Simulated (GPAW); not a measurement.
Two runs for the O K edge of atom 3 in MnCoO4 (P2/m). Run A: GPAW, LDA, excited-electron core hole (neutral cell), 12-atom cell with 5.8 Å between holes, 4×4×4 k points, dipole transitions, Gaussian full width 0.9 eV up to 4 eV, rising linearly to 3.5 eV at 25 eV. Run B has a fault in its input.

Energy from the lowest empty level; intensity scaled to a mean of 1 over the first 20 eV:

```csv
E (eV),A,B
-2.0,0.00,0.00
-1.5,0.00,0.00
-1.0,0.00,0.00
-0.5,0.03,0.02
0.0,0.20,0.13
0.5,1.06,0.52
1.0,2.75,2.02
1.5,2.56,3.05
2.0,1.03,1.61
2.5,1.24,0.89
3.0,1.40,1.54
3.5,0.42,0.89
4.0,0.04,0.14
4.5,0.00,0.01
5.0,0.00,0.00
5.5,0.00,0.00
6.0,0.01,0.00
6.5,0.03,0.02
7.0,0.09,0.06
7.5,0.18,0.14
8.0,0.32,0.26
8.5,0.49,0.42
9.0,0.69,0.61
9.5,0.92,0.83
10.0,1.16,1.06
10.5,1.39,1.30
11.0,1.60,1.52
11.5,1.74,1.69
12.0,1.90,1.83
12.5,2.13,2.03
13.0,2.33,2.26
13.5,2.34,2.36
14.0,2.10,2.23
14.5,1.76,1.92
15.0,1.42,1.58
15.5,1.15,1.28
16.0,0.92,1.03
16.5,0.72,0.81
17.0,0.56,0.64
17.5,0.48,0.52
18.0,0.48,0.48
18.5,0.55,0.52
19.0,0.65,0.61
19.5,0.76,0.72
20.0,0.82,0.81
20.5,0.85,0.85
21.0,0.83,0.84
21.5,0.79,0.81
22.0,0.74,0.76
22.5,0.68,0.70
23.0,0.61,0.64
23.5,0.55,0.57
24.0,0.49,0.51
24.5,0.44,0.46
25.0,0.40,0.42
25.5,0.39,0.40
26.0,0.40,0.40
26.5,0.42,0.42
27.0,0.44,0.44
27.5,0.47,0.47
28.0,0.49,0.49
28.5,0.51,0.51
29.0,0.54,0.53
29.5,0.58,0.57
30.0,0.65,0.63
30.5,0.73,0.71
31.0,0.83,0.80
31.5,0.94,0.91
32.0,1.03,1.01
```

**Question.** What went wrong in run B?

The field is made at the zone centre alone. The scaled spectrum changes by 17 % r.m.s. A shift of +0.2 eV leaves 2 %. The highest intensity below 16 eV goes from 1.2 eV (3.02) to 1.4 eV (3.06). Other settings could leave a like mark; this is the one that was changed.

[Banner, clock and machine lines of the logs are left out without a mark of their own.]

[Logs are printed without paths, hosts, clocks, repeated set-up lines and the standing remarks that a program may print on its own settings, such as how far it seeks lower states.]

[Hosts, paths, dates, database ids (printed as entryN), source tags and the programs' standing remarks are cut or masked in the printed files.]

[Lists of maxima count a maximum above −3 eV only where it reaches 4 % of the highest in the window and stands out from its surroundings by 2 % of it (1.5 % where it reaches 55 %); shoulders and weaker maxima are passed over, and of the rest the first, up to two pre-edge ones and the few strongest are named.]
